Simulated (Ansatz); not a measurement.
# From HSE06 to G0W0: NbInO4 (P2/c), part 2 of 2

Wanted: the gap of NbInO4 (P2/c) with a many-body correction, and the time that it takes.

Ansatz 0.2.0; HSE06, then G0W0 on it, plane waves, PAW. Known limits of the many-body steps: finite bands, screening cutoff and k mesh; no spin-orbit coupling in G0W0; d shells not analysed.

So far. Step 2 (HSE06 levels on the mesh and at listed points): Over mesh and listed points the gap is 4.840 eV, from k = (0.333, 0.000, -0.250) to k = (0.167, 0.000, -0.500). The least direct gap found is 5.000 eV, at k = (0.000, 0.500, 0.000). On the 4×4×4 mesh alone the same run gives 4.898 eV, so that mesh misses an edge of HSE06: 4.898 − 4.840 = +0.058 eV. Step 3 (One-shot GW): Over all 20 irreducible mesh points the G0W0 gap is 5.311 eV, from k = (0.250, 0.000, -0.250) to k = (0.250, 0.000, -0.500).

In doubt: masses and optical values from hybrid runs of this build are listed as unsure (step 3), which bears on the screening that GW takes from such a start.

## Step 3: One-shot GW (continued)

Level of this step: G0W0 on HSE06, plane waves, PAW (Ansatz).

Labels follow the order of the start: v1 is the top filled band, c1 the lowest empty one; levels that stay degenerate share a row, the window can cut a multiplet, doubted levels are not marked in this list, bands outside the window were not corrected, and the list may be a part of the corrected levels. Levels before and after the correction, in eV, zero at the valence-band top of each column:

```
       conduction bottom  valence top
HSE06               4.90         0.00
 G0W0               5.31         0.00
```

```
                   level  occupation  energy (eV)
HSE06   (0.25 0 -0.5) v3           2       -0.438
HSE06   (0.25 0 -0.5) v2           2       -0.264
HSE06   (0.25 0 -0.5) v1           2       -0.195
HSE06   (0.25 0 -0.5) c1           0        4.899
HSE06   (0.25 0 -0.5) c2           0        5.521
HSE06   (0.25 0 -0.5) c3           0        5.676
HSE06  (0.25 0 -0.25) v3           2       -0.403
HSE06  (0.25 0 -0.25) v2           2       -0.278
HSE06  (0.25 0 -0.25) v1           2        0.000
HSE06  (0.25 0 -0.25) c1           0        5.149
HSE06  (0.25 0 -0.25) c2           0        5.206
HSE06  (0.25 0 -0.25) c3           0        5.775
 G0W0   (0.25 0 -0.5) v3           2       -0.475
 G0W0   (0.25 0 -0.5) v2           2       -0.285
 G0W0   (0.25 0 -0.5) v1           2       -0.212
 G0W0   (0.25 0 -0.5) c1           0        5.311
 G0W0   (0.25 0 -0.5) c2           0        5.986
 G0W0   (0.25 0 -0.5) c3           0        6.181
 G0W0  (0.25 0 -0.25) v3           2       -0.434
 G0W0  (0.25 0 -0.25) v2           2       -0.296
 G0W0  (0.25 0 -0.25) v1           2        0.000
 G0W0  (0.25 0 -0.25) c1           0        5.574
 G0W0  (0.25 0 -0.25) c2           0        5.645
 G0W0  (0.25 0 -0.25) c3           0        6.342
```

The parts of the quasiparticle energy for the two states that bound the G0W0 gap, in eV on the run's own scale (QP = start + Σx + Σc − Vxc, with Σc at the quasiparticle energy):

```csv
edge,k,band,start,Σx,Σc,Vxc,Z,QP
valence top,"(0.250, 0.000, -0.250)",50,7.886,−26.384,4.389,−22.330,0.781,8.220
conduction bottom,"(0.250, 0.000, -0.500)",51,12.785,−12.639,−4.504,−17.890,0.822,13.531
```

For a hybrid start, Vxc holds its share of exact exchange.

## Step 4: Side by side

Each gap is the least one over the points named; times are wall times on shared hosts, not benchmarks. A G0W0 time includes the run's own self-consistent start. Runs with listed points see these and the mesh alone, so an edge that moves elsewhere is missed.

```csv
level,mesh,"files, cutoff","bands summed, screening",points,gap (eV),valence top,conduction bottom,least direct gap (eV),time
HSE06,4×4×4,"soft_2 PAW, 420 eV",-,mesh and listed points,4.840,"(0.333, 0.000, -0.250)","(0.167, 0.000, -0.500)",5.000,12 s
G0W0@HSE06,4×2×4,"soft_2 PAW, 420 eV","356, 96 eV",all 20 irreducible mesh points,5.311,"(0.250, 0.000, -0.250)","(0.250, 0.000, -0.500)",5.417,31 s
```

Computed less measured, in eV, for the reports listed at the start; nothing is added to the computed values:

```
                         row  computed (eV)  4.7 eV (2024)
                  HSE06, gap          4.840         +0.140
             G0W0@HSE06, gap          5.311         +0.611
G0W0@HSE06, least direct gap          5.417         +0.717
```

## Step 5: What came out

```json
{
  "HSE06 gap over mesh and listed points": "4.840 eV, from k = (0.333, 0.000, -0.250) to k = (0.167, 0.000, -0.500)",
  "G0W0@HSE06 gap over all 20 irreducible mesh points": "5.311 eV, from k = (0.250, 0.000, -0.250) to k = (0.250, 0.000, -0.500)",
  "GW settings": "4×2×4 mesh, 306 empty bands, screening to 96 eV",
  "known limits": "finite bands, screening cutoff and k mesh; no spin-orbit coupling in G0W0; d shells not analysed"
}
```

What this shows: Over all 20 irreducible mesh points the G0W0 gap is 5.311 eV, from k = (0.250, 0.000, -0.250) to k = (0.250, 0.000, -0.500). The HSE06 gap of this run on the mesh is 4.899 eV. The two states that bound the G0W0 gap lie that far apart at the start, so the correction of the gap is 5.311 − 4.899 = +0.412 eV. The valence state moves by 8.220 − 7.886 = +0.334 eV and the conduction state by 13.531 − 12.785 = +0.746 eV, on the run's own scale; how far single levels stand from their limit in bands is not shown. Over mesh and listed points, HSE06 puts the valence top at k = (0.333, 0.000, -0.250) and conduction bottom at k = (0.167, 0.000, -0.500), where no G0W0 correction was computed. The G0W0 gap over the whole zone is therefore not known from this run; at its settings it can only be equal to or under the 5.311 eV found, and no correction is carried over from another point. For the start itself the gap is 4.840 eV over mesh and listed points and 4.899 eV on the mesh of the G0W0 run, in runs that differ in mesh (4×4×4 and 4×2×4). No second run with other bands and screening cutoff is shown, so the distance to the basis limit is not known. On another start, G0W0@r2SCAN runs of this series (4×2×4 mesh, soft_2 PAW; not shown as steps) give 5.152 eV with 158 bands and 48 eV, 4.905 eV with 356 bands and 96 eV and 4.942 eV with 709 bands and 160 eV. G0W0 on other starts in this series, not shown as steps and not all at these settings: 4.905 eV on r2SCAN (4×2×4, soft_2 PAW, 356 bands, 96 eV) and 5.539 eV on PBE0 (4×2×4, soft_2 PAW, 356 bands, 96 eV). Two runs of this series at another level, not shown as steps, test spin-orbit coupling. r2SCAN+SOC against r2SCAN: 3.796 − 3.797 = −0.001 eV, with the same mesh, set of files (read in its fully relativistic form for the spin-orbit run) and cutoff, and both edges at the same k points. The spin-orbit run sees mesh and listed points alone, so its gap is an upper bound: the coupling can move an edge off these points, and the change over the zone, its sign included where it is small, is not known. What spin-orbit coupling does to the G0W0 levels was not computed, so no sum with the G0W0 gap is formed. Against experiment, G0W0@HSE06 at 5.311 eV lies +0.611 eV from 4.7 eV (2024). The differences hold parts that these runs do not separate: finite bands, cutoffs and mesh, points of the zone that were not corrected, the start of G0W0, spin-orbit coupling missing from it, static nuclei, no electron-hole attraction, and what each experiment reads as the gap. How much each gives is not known from the steps shown. The G0W0 runs are scalar-relativistic. One-shot GW is known to converge slowly in bands for compounds with shallow d shells. The cell holds In; the filling of the d shell and its place against the gap were not analysed here. No pair of G0W0 runs that differ in the mesh alone is shown (4×2×4 is a supercell whose nearest images lie 12 Å apart), so the error from the mesh is not known here. G0W0 is shown with one set of atomic data (soft_2 PAW), so the error from the files is not known here.

[Paths, hosts, dates, memory and timing lines, banners, echoed tables and standing remarks are left out of the program output.]

[Logs are printed without paths, hosts, clocks, repeated set-up lines and the standing remarks that a program may print on its own settings, such as how far it seeks lower states.]

[Runs of the session that timed out or met a known fault of the program may be left out.]

[Cells called generated may have been cut or substituted from an entry of the Crystallography Open Database or the Materials Project.]

[Hosts, paths, dates, database ids (printed as entryN), source tags and the programs' standing remarks are cut or masked in the printed files.]

[Where an RPA ε∞ is given, it is that of the G0W0 mesh and is not shown converged in it. Names of k-points follow the symmetry that the program found, which can be lower than the space group named. Band edges on a path are those of the sampled points; other points can move an edge, and change direct to indirect where valleys lie close.]

[Hybrid gaps are those of their k-mesh and are not shown converged in it.]
